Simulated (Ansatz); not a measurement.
## Cl on Au(111): change of the work function

Aim: the work function of Au(111) at several coverages of Cl (fcc site), and the dipole that each adsorbate carries.

Program: Ansatz 0.2.0. Level of theory: plane-wave DFT, PBE, Ansatz PAW. Results are calculated unless marked as measured.

This is a report of a sequence of runs, with most program output left out.

## (1) Starting point

The cell holds 4 atoms: 4 Au. Cell: a = 2.885 Å, b = 2.885 Å, c = 25.067 Å, α = 90.0°, β = 90.0°, γ = 60.0°. Vacuum lies along c.

## (2) The clean slab

The bare slab comes first, as the zero from which every change is counted. The two lowest layers are held at bulk places and the upper ones relax. The dipole correction removes the false field that a one-sided slab makes across the periodic vacuum, so each face gets a flat vacuum level of its own.

The input, input.yaml:

```yaml
crystal:
  lattice:
    - [2.8849956672, 0.0, 0.0]
    - [1.4424978336, 2.4984795376, 0.0]
    - [0.0, 0.0, 25.0667672949]
  atoms:
    - { symbol: Au, position: [0.0, 0.0, 0.3590411118] }
    - { symbol: Au, position: [0.3333333333, 0.3333333333, 0.4530137039] }
    - { symbol: Au, position: [0.6666666667, 0.6666666667, 0.5469862961] }
    - { symbol: Au, position: [0.0, 0.0, 0.6409588882] }
kpoints:
  mp_grid: { grid: [12, 12, 1] }
hamiltonian:
  xc: pbe
scf:
  occupations: { method: fermi_dirac, width: 0.1 }
  convergence: { dr2_threshold: 1.0e-08 }
efield:
  axis: 3
  dipole_correction: true
  ramp_position: 0.97
  ramp_width: 0.06
relax:
  f_tol: 0.02
  max_steps: 60
  constraints: [{ sites: [0, 1] }]
output:
  write_potential: true
  write_density: true
  volumetric_format: npy
```

On the command line:

```
> ansatz run input.yaml --threads 4 --pin off --max-ram 6144MiB --backend cpu --events-out ev --progress --plain --runs-dir out
```

Wall time 11 s (4 threads of Arm Neoverse V2, shared host); peak memory 0.58 GiB; 41 s of CPU time.

Relaxation path:

```
step  energy less that of the first step (eV)  largest force component (eV/Å)
   1                                   0.0000                          0.4529
   2                                  -0.0379                          0.1601
   3                                  -0.0404                          0.0334
   4                                  -0.0405                          0.0003
```

Forces are held to the 6 operations that the run works with; a distortion that breaks them can't arise in this run.

The atoms that moved most (Å):

```
atom     dx     dy     dz  length
 Au4  0.000  0.000  0.225   0.225
 Au3  0.000  0.000  0.081   0.081
```

Final coordinates:

```xyz
4
Lattice="2.8850 0.0000 0.0000 1.4425 2.4985 0.0000 0.0000 0.0000 25.0668" Properties=species:S:1:pos:R:3
Au    0.0000    0.0000    9.0000
Au    1.4425    0.8328   11.3556
Au    2.8850    1.6657   13.7926
Au    0.0000    0.0000   16.2921
```

This step gave:

- energy at zero smearing: -52596.6482 eV
- work function, upper face: 5.161 eV
- work function, lower face: 5.089 eV
- dipole along the normal: -0.002857 e·Å
- step between the vacuum levels: 0.07172 eV

Running mean over 2.356 Å of the planar mean; the ramp of the sawtooth is left out. Electron's electrostatic potential energy less the Fermi level against z:

z (Å), electron's electrostatic potential energy less the Fermi level (eV) and a bar from the least value:
```
      3.5       5.09 ##############################
      4.0       5.09 ##############################
      4.5       5.09 ##############################
      5.0       5.09 ##############################
      5.5       5.07 ##############################
      6.0       5.03 ##############################
      6.5       4.84 #############################
      7.0       4.02 ############################
      7.5       1.06 #####################
      8.0      -3.47 ###########
      8.5      -7.10 ####
      9.0      -8.30 #
      9.5      -8.57 
     10.0      -8.66 
     10.5      -8.70 
     11.0      -8.73 
     11.5      -8.66 
     12.0      -8.28 #
     12.5      -8.00 ##
     13.0      -8.13 #
     13.5      -8.52 
     14.0      -8.47 #
     14.5      -7.78 ##
     15.0      -7.31 ###
     15.5      -7.54 ###
     16.0      -8.13 #
     16.5      -7.87 ##
     17.0      -5.77 ######
     17.5      -1.46 ################
     18.0       2.69 #########################
     18.5       4.60 #############################
     19.0       5.02 ##############################
     19.5       5.13 ##############################
     20.0       5.15 ##############################
     20.5       5.16 ##############################
     21.0       5.16 ##############################
     21.5       5.16 ##############################
     22.0       5.16 ##############################
```

The relaxation took 4 steps and lowered the energy by 0.040 eV; the largest force on the free atoms ends at 3.3e-4 eV/Å.

The work function of the upper face is 5.16 eV.

## (3) The covered slab, k-mesh 6×6×1, coverage 0.25 ML

System of this step: Cl/Au(111). The cell holds 17 atoms: 16 Au and 1 Cl. Its edges and angles: a = 5.770 Å, b = 5.770 Å, c = 27.091 Å, α = 90.0°, β = 90.0°, γ = 60.0°. Vacuum lies along c.

The clean slab as it ended is repeated in the plane and the adsorbate is set on one face; the cell's size fixes the coverage, and the k-mesh shrinks with it to keep the sampling density about even. Adsorbate and upper layers relax, since the dipole depends on the height.

The input, input.yaml:

```yaml
crystal:
  lattice:
    - [5.7699913344, 0.0, 0.0]
    - [2.8849956672, 4.9969590752, 0.0]
    - [0.0, 0.0, 27.090689409]
  atoms:
    - { symbol: Au, position: [0.0, 0.0, 0.3322174591] }
    - { symbol: Au, position: [0.1666666667, 0.1666666667, 0.4191694396] }
    - { symbol: Au, position: [0.3333333333, 0.3333333333, 0.5091267507] }
    - { symbol: Au, position: [0.0, 0.0, 0.6013907274] }
    - { symbol: Au, position: [0.0, 0.5, 0.3322174591] }
    - { symbol: Au, position: [0.1666666667, 0.6666666667, 0.4191694396] }
    - { symbol: Au, position: [0.3333333333, 0.8333333333, 0.5091267507] }
    - { symbol: Au, position: [0.0, 0.5, 0.6013907274] }
    - { symbol: Au, position: [0.5, 0.0, 0.3322174591] }
    - { symbol: Au, position: [0.6666666667, 0.1666666667, 0.4191694396] }
    - { symbol: Au, position: [0.8333333333, 0.3333333333, 0.5091267507] }
    - { symbol: Au, position: [0.5, 0.0, 0.6013907274] }
    - { symbol: Au, position: [0.5, 0.5, 0.3322174591] }
    - { symbol: Au, position: [0.6666666667, 0.6666666667, 0.4191694396] }
    - { symbol: Au, position: [0.8333333333, 0.8333333333, 0.5091267507] }
    - { symbol: Au, position: [0.5, 0.5, 0.6013907274] }
    - { symbol: Cl, position: [0.1666666667, 0.1666666667, 0.6677825409] }
kpoints:
  mp_grid: { grid: [6, 6, 1] }
hamiltonian:
  xc: pbe
scf:
  occupations: { method: fermi_dirac, width: 0.1 }
  convergence: { dr2_threshold: 1.0e-08 }
efield:
  axis: 3
  dipole_correction: true
  ramp_position: 0.97
  ramp_width: 0.06
relax:
  f_tol: 0.02
  max_steps: 60
  constraints: [{ sites: [0, 1, 4, 5, 8, 9, 12, 13] }]
output:
  dos: { projected: true, e_range: [-8, 4] }
  write_potential: true
  write_density: true
  volumetric_format: npy
  elf: true
```

It took 2.3 min on 4 threads; peak memory 3.4 GiB; 9.1 min of CPU time.

This run has no spin polarisation although its electron count is odd.

Step by step:

| step | energy less that of the first step (eV) | largest force component (eV/Å) |
| --- | --- | --- |
| 1 | 0.0000 | 2.4912 |
| 2 | -0.2782 | 0.8774 |
| 3 | -0.4338 | 0.2419 |
| 4 | -0.4501 | 0.1229 |
| 5 | -0.4537 | 0.0224 |
| 6 | -0.4538 | 0.0017 |

The run keeps the 6 symmetry operations that it works with, so distortions that break them were not tested.

The atoms that moved most (Å):

| atom | dx | dy | dz | length |
| --- | --- | --- | --- | --- |
| Cl17 | 0.000 | 0.000 | 0.315 | 0.315 |
| Au16 | 0.000 | 0.000 | -0.131 | 0.131 |
| Au15 | 0.000 | 0.000 | 0.096 | 0.096 |
| Au8 | 0.000 | 0.024 | -0.001 | 0.024 |
| Au12 | 0.021 | -0.012 | -0.001 | 0.024 |
| Au4 | -0.021 | -0.012 | -0.001 | 0.024 |
| Au7 | 0.000 | 0.009 | -0.018 | 0.020 |
| Au3 | -0.008 | -0.004 | -0.018 | 0.020 |

Final coordinates:

```xyz
17
Lattice="5.7700 0.0000 0.0000 2.8850 4.9970 0.0000 0.0000 0.0000 27.0907" Properties=species:S:1:pos:R:3
Au    0.0000    0.0000    9.0000
Au    1.4425    0.8328   11.3556
Au    2.8775    1.6613   13.7741
Au   -0.0207   -0.0119   16.2915
Au    1.4425    2.4985    9.0000
Au    2.8850    3.3313   11.3556
Au    4.3275    4.1728   13.7741
Au    1.4425    2.5224   16.2915
Au    2.8850    0.0000    9.0000
Au    4.3275    0.8328   11.3556
Au    5.7775    1.6613   13.7741
Au    2.9057   -0.0119   16.2915
Au    4.3275    2.4985    9.0000
Au    5.7700    3.3313   11.3556
Au    7.2125    4.1641   13.8885
Au    4.3275    2.4985   16.1609
Cl    1.4425    0.8328   18.4054
```

Numbers from this step:

| Item | Value |
| --- | --- |
| energy at zero smearing | -211466.8325 eV |
| work function, upper face | 5.971 eV |
| work function, lower face | 5.140 eV |
| dipole along the normal | -0.1325 e·Å |
| step between the vacuum levels | 0.8318 eV |

Running mean over 2.356 Å of the planar mean; the ramp of the sawtooth is left out. Electron's electrostatic potential energy less the Fermi level against z:

| z (Å) | electron's electrostatic potential energy less the Fermi level (eV) |
| --- | --- |
| 3.5 | 5.14 |
| 4.0 | 5.14 |
| 4.5 | 5.14 |
| 5.0 | 5.14 |
| 5.5 | 5.12 |
| 6.0 | 5.08 |
| 6.5 | 4.89 |
| 7.0 | 4.06 |
| 7.5 | 1.11 |
| 8.0 | -3.43 |
| 8.5 | -7.05 |
| 9.0 | -8.27 |
| 9.5 | -8.54 |
| 10.0 | -8.63 |
| 10.5 | -8.69 |
| 11.0 | -8.72 |
| 11.5 | -8.64 |
| 12.0 | -8.23 |
| 12.5 | -7.90 |
| 13.0 | -8.03 |
| 13.5 | -8.47 |
| 14.0 | -8.50 |
| 14.5 | -8.01 |
| 15.0 | -7.69 |
| 15.5 | -7.86 |
| 16.0 | -8.27 |
| 16.5 | -8.02 |
| 17.0 | -6.18 |
| 17.5 | -2.54 |
| 18.0 | 1.16 |
| 18.5 | 3.03 |
| 19.0 | 3.77 |
| 19.5 | 4.63 |
| 20.0 | 5.49 |
| 20.5 | 5.88 |
| 21.0 | 5.95 |
| 21.5 | 5.97 |
| 22.0 | 5.97 |
| 22.5 | 5.97 |
| 23.0 | 5.97 |
| 23.5 | 5.97 |

The density of states has structure finer than the step of the table below, so its rows give means over 0.25 eV, whole bins alone (the curve runs from -8 to 1.98 eV). Peaks (eV: height): -4.390: 53.3, -4.330: 54.4, -4.180: 55.7, -4.090: 68.0, -3.610: 69.9, -3.430: 59.5, -3.010: 54.7.

The density of states by energy, zero at the Fermi level; means over each step:

| energy (eV) | density of states (states/eV a cell) |
| --- | --- |
| -7.75 | 2.90 |
| -7.50 | 2.53 |
| -7.25 | 2.65 |
| -7.00 | 7.04 |
| -6.75 | 8.69 |
| -6.50 | 18.5 |
| -6.25 | 24.1 |
| -6.00 | 32.8 |
| -5.75 | 23.9 |
| -5.50 | 25.9 |
| -5.25 | 22.8 |
| -5.00 | 30.5 |
| -4.75 | 33.9 |
| -4.50 | 37.5 |
| -4.25 | 45.2 |
| -4.00 | 45.3 |
| -3.75 | 29.2 |
| -3.50 | 37.2 |
| -3.25 | 32.3 |
| -3.00 | 40.1 |
| -2.75 | 37.0 |
| -2.50 | 33.4 |
| -2.25 | 38.6 |
| -2.00 | 38.1 |
| -1.75 | 21.6 |
| -1.50 | 11.3 |
| -1.25 | 8.34 |
| -1.00 | 3.86 |
| -0.75 | 4.98 |
| -0.50 | 5.06 |
| -0.25 | 4.53 |
| 0.00 | 5.77 |
| 0.25 | 5.14 |
| 0.50 | 5.42 |
| 0.75 | 6.52 |
| 1.00 | 2.72 |
| 1.25 | 5.49 |
| 1.50 | 5.51 |
| 1.75 | 3.85 |

Projected DOS per atom over height of the atomic layer and energy from the Fermi level. Layers: Au4 Au4 Au4 Au4 Cl from below.

Ten even steps from '_' (0.02 states/eV) to '@' (3.10 states/eV), each cell a mean:
```
__________
__________
__________
______..__
__________
________..
________..
......::++
++**++====
%%##**##::
%%++**@@--
##==**##==
##==++**--
@@%%%%@@==
**######::
==++**++..
====++==__
++##**==__
::++==::__
..::::..__
__________
__________
```
Columns: height of the atomic layer (Å) from 9 to 18.4 (not evenly spaced); rows upwards: energy from the Fermi level (eV) from -7.96 to 1.95.

Electrostatic potential energy in the ca plane at fractional y = 0.167, with atoms of Au and Cl within 0.2 Å of it. With pseudopotentials it is smooth inside the atoms' cores, unlike the true potential.

Ten even steps from '0' (-43 eV) to '9' (10 eV), each cell a mean:
```
57899888998644789864578999999999999999999999
57898888998644789864579999999999999999999999
78887546898767899876789999999999999999999999
89973001589888999988899999999999999999999999
99861000389999999999999999999999999999999999
99871000489999999998999999999999999999999999
88885213789888899987889999999999999999999999
67898777898755789875689999999999999999999999
47899888998634789864578999999999999999999999
67898777898755789875689988999999999999999999
88985213788878899988889753589999999999999999
99871000489989999999998500059999999999999999
99861000389999999999998400048999999999999999
89873001589888999988898620279999999999999999
78887546898767899877789876799999999999999999
```
Columns run along c (16.0 Å, from fractional 0.35 to 0.94 of the cell; values clipped at the 3rd and 97th percentile), rows up along a (5.8 Å). Atoms in or near the plane, at fractional coordinates: Au at (0.42, 0.17), Au at (0.42, 0.67), Cl at (0.68, 0.17).

Valence density in the ca plane at fractional y = 0.167, with atoms of Au and Cl within 0.2 Å of it. It is the smooth field of the valence electrons, not physical close to the nuclei.

Ten steps, logarithmic in the rise over the least value, from '0' (0 e/Å³) to '9' (13 e/Å³), each cell a mean:
```
53212222112455322345532112110000000000000000
53212222212455322345532100000000000000000000
33223554322344321234321000000000000000000000
22236887522222211122211000000000000000000000
21247998631121111112110000000000000000000000
22247998521222111122211000000000000000000000
32235776422233211223321000000000000000000000
43222343222344322245431000000000000000000000
53212222112455422345532111100000000000000000
43222343222454322234432233210000000000000000
32235776422233211123222345431000000000000000
22247998522222111112223454542000000000000000
21247998631121111111123452542100000000000000
22236887522222211122222455542000000000000000
43223554322343321234322344321000000000000000
```
Columns run along c (16.0 Å, from fractional 0.35 to 0.94 of the cell), rows up along a (5.8 Å). Atoms in or near the plane, at fractional coordinates: Au at (0.42, 0.17), Au at (0.42, 0.67), Cl at (0.68, 0.17).

ELF in the ca plane at fractional y = 0.167, with atoms of Au and Cl within 0.2 Å of it. It is the smooth field of the valence electrons, not physical close to the nuclei.

Values, 8 rows by 16 columns, each cell a mean:
```
0.32 0.19 0.22 0.21 0.40 0.26 0.29 0.36 0.21 0.48 0.25 0.03 0.00 0.00 0.00 0.00
0.24 0.31 0.44 0.22 0.28 0.20 0.22 0.28 0.12 0.04 0.03 0.00 0.00 0.00 0.00 0.00
0.20 0.43 0.64 0.27 0.19 0.13 0.16 0.20 0.09 0.01 0.00 0.00 0.00 0.00 0.00 0.00
0.24 0.32 0.45 0.23 0.26 0.19 0.21 0.27 0.12 0.04 0.02 0.00 0.00 0.00 0.00 0.00
0.32 0.19 0.22 0.21 0.39 0.26 0.29 0.36 0.20 0.45 0.24 0.03 0.00 0.00 0.00 0.00
0.24 0.31 0.44 0.22 0.28 0.20 0.21 0.23 0.56 0.84 0.55 0.07 0.00 0.00 0.00 0.00
0.19 0.43 0.64 0.27 0.20 0.14 0.14 0.17 0.65 0.64 0.67 0.10 0.00 0.00 0.00 0.00
0.23 0.32 0.46 0.23 0.27 0.19 0.21 0.22 0.57 0.84 0.57 0.07 0.00 0.00 0.00 0.00
```
Columns run along c (16.0 Å, from fractional 0.35 to 0.94 of the cell), rows up along a (5.8 Å). Atoms in or near the plane, at fractional coordinates: Au at (0.42, 0.17), Au at (0.42, 0.67), Cl at (0.68, 0.17).

The relaxation took 6 steps and lowered the energy by 0.45 eV; the largest force on the free atoms ends at 0.0017 eV/Å.

By hand: a sheet of dipoles makes a step −p/(ε₀A) in the electron's potential. With e/ε₀ = 180.95 V·Å, p = -0.1325 e·Å and A = 28.83 Å², that is −180.95 × (-0.1325) / 28.83 = +0.832 eV, and the two vacuum levels of the run differ by +0.832 eV.

The covered face has 5.97 eV, +0.81 eV against the clean one; the bare back face has moved by +0.05 eV, a measure of how thin the slab is.

## (4) The covered slab, k-mesh 12×12×1, coverage 1 ML

System of this step: Cl/Au(111). The cell holds 5 atoms: 4 Au and 1 Cl. Its edges and angles: a = 2.885 Å, b = 2.885 Å, c = 27.091 Å, α = 90.0°, β = 90.0°, γ = 60.0°. Vacuum lies along c.

Another coverage, to see how the dipoles act on each other as their distance changes.

input.yaml, the sections that differ from step 3:

```yaml
crystal:
  lattice:
    - [2.8849956672, 0.0, 0.0]
    - [1.4424978336, 2.4984795376, 0.0]
    - [0.0, 0.0, 27.090689409]
  atoms:
    - { symbol: Au, position: [0.0, 0.0, 0.3322174591] }
    - { symbol: Au, position: [0.3333333333, 0.3333333333, 0.4191694396] }
    - { symbol: Au, position: [0.6666666667, 0.6666666667, 0.5091267507] }
    - { symbol: Au, position: [0.0, 0.0, 0.6013907274] }
    - { symbol: Cl, position: [0.3333333333, 0.3333333333, 0.6677825409] }
kpoints:
  mp_grid: { grid: [12, 12, 1] }
relax:
  f_tol: 0.02
  max_steps: 60
  constraints: [{ sites: [0, 1] }]
output:
  write_potential: true
  write_density: true
  volumetric_format: npy
# hamiltonian, scf, efield: as in step 3
```

It took 20 s on 4 threads; peak memory 0.62 GiB; 78 s of CPU time.

The steps of the relaxation:

| step | energy less that of the first step (eV) | largest force component (eV/Å) |
| --- | --- | --- |
| 1 | 0.0000 | 3.4390 |
| 2 | -0.4571 | 1.1516 |
| 3 | -0.6574 | 0.4447 |
| 4 | -0.7105 | 0.2032 |
| 5 | -0.7292 | 0.0199 |
| 6 | -0.7294 | 0.0014 |

The run keeps the 6 symmetry operations that it works with, so distortions that break them were not tested.

The atoms that moved most (Å):

| atom | dx | dy | dz | length |
| --- | --- | --- | --- | --- |
| Cl5 | 0.000 | 0.000 | 0.684 | 0.684 |
| Au4 | 0.000 | 0.000 | -0.044 | 0.044 |
| Au3 | 0.000 | 0.000 | 0.015 | 0.015 |

Final coordinates:

```xyz
5
Lattice="2.8850 0.0000 0.0000 1.4425 2.4985 0.0000 0.0000 0.0000 27.0907" Properties=species:S:1:pos:R:3
Au    0.0000    0.0000    9.0000
Au    1.4425    0.8328   11.3556
Au    2.8850    1.6657   13.8079
Au    0.0000    0.0000   16.2476
Cl    1.4425    0.8328   18.7749
```

This step gave:

| Property | Result |
| --- | --- |
| energy at zero smearing | -53675.7721 eV |
| work function, upper face | 6.671 eV |
| work function, lower face | 5.205 eV |
| dipole along the normal | -0.05841 e·Å |
| step between the vacuum levels | 1.466 eV |

Running mean over 2.356 Å of the planar mean; the ramp of the sawtooth is left out. Table of electron's electrostatic potential energy less the Fermi level by z:

```
z (Å)  electron's electrostatic potential energy less the Fermi level (eV)
    4                                                                 5.20
    5                                                                 5.20
    6                                                                 5.14
    7                                                                 4.13
    8                                                                -3.37
    9                                                                -8.22
   10                                                                -8.60
   11                                                                -8.69
   12                                                                -8.16
   13                                                                -7.97
   14                                                                -8.48
   15                                                                -7.76
   16                                                                -8.23
   17                                                                -6.19
   18                                                                -3.28
   19                                                                -2.24
   20                                                                 2.47
   21                                                                 6.45
   22                                                                 6.66
   23                                                                 6.67
```

The relaxation took 6 steps and lowered the energy by 0.73 eV; the largest force on the free atoms ends at 0.0014 eV/Å.

The covered face has 6.67 eV, +1.51 eV against the clean one; the bare back face has moved by +0.12 eV, a measure of how thin the slab is.

## (5) Work function against coverage

This step: plane-wave DFT, PBE, Ansatz PAW; work function against coverage (Ansatz 0.2.0).

The runs are now put side by side.

This step gave:

```yaml
work_function_of_the_clean_face: 5.161 eV
largest_change_of_the_work_function: 1.510 eV
```

Work function of the covered face against coverage:

| coverage (adsorbates/nm²) | work function of the covered face (eV) |
| --- | --- |
| 0.00 | 5.16 |
| 3.47 | 5.97 |
| 13.87 | 6.67 |

The dipole per adsorbate comes from the change of the cell's dipole. Coverage, by row:

```csv
coverage (1/nm²),coverage (ML),work function (eV),change (eV),"dipole per adsorbate, positive end outwards (debye)",mean height of the added atoms over the highest substrate atom (Å)
3.468,0.25,5.971,0.8102,-0.582,2.114
13.87,1,6.671,1.51,-0.267,2.527
```

## (6) Summary of results

| Property | Result |
| --- | --- |
| work function of the clean face | 5.16 eV |
| work function at 0.25 ML | 5.97 eV |
| work function at 1 ML | 6.67 eV |
| dipole per adsorbate at 0.25 ML, positive end outwards | -0.58 D |

**Reading.** Cl raises the work function of Au(111) at the lowest coverage, by 0.81 eV: the adsorbate layer has its negative end outwards. At the highest coverage the adsorbates are pressed to about 2.9 Å, closer than unbonded atoms of this kind usually come, so a real layer may not reach it. The slab has 4 layers, at the tabulated experimental lattice constant, one starting site was run, and quantum-size effects of a slab this thin can reach one or two tenths of an eV.

[Logs are printed without paths, hosts, clocks, repeated set-up lines and the standing remarks that a program may print on its own settings, such as how far it seeks lower states.]

[Hosts, paths, dates, database ids (printed as entryN), source tags and the programs' standing remarks are cut or masked in the printed files.]

[Maps of the electrostatic potential energy from Ansatz leave out the sawtooth potential of an applied field or a dipole correction, so their vacuum need not be flat; planar profiles and work functions include it.]
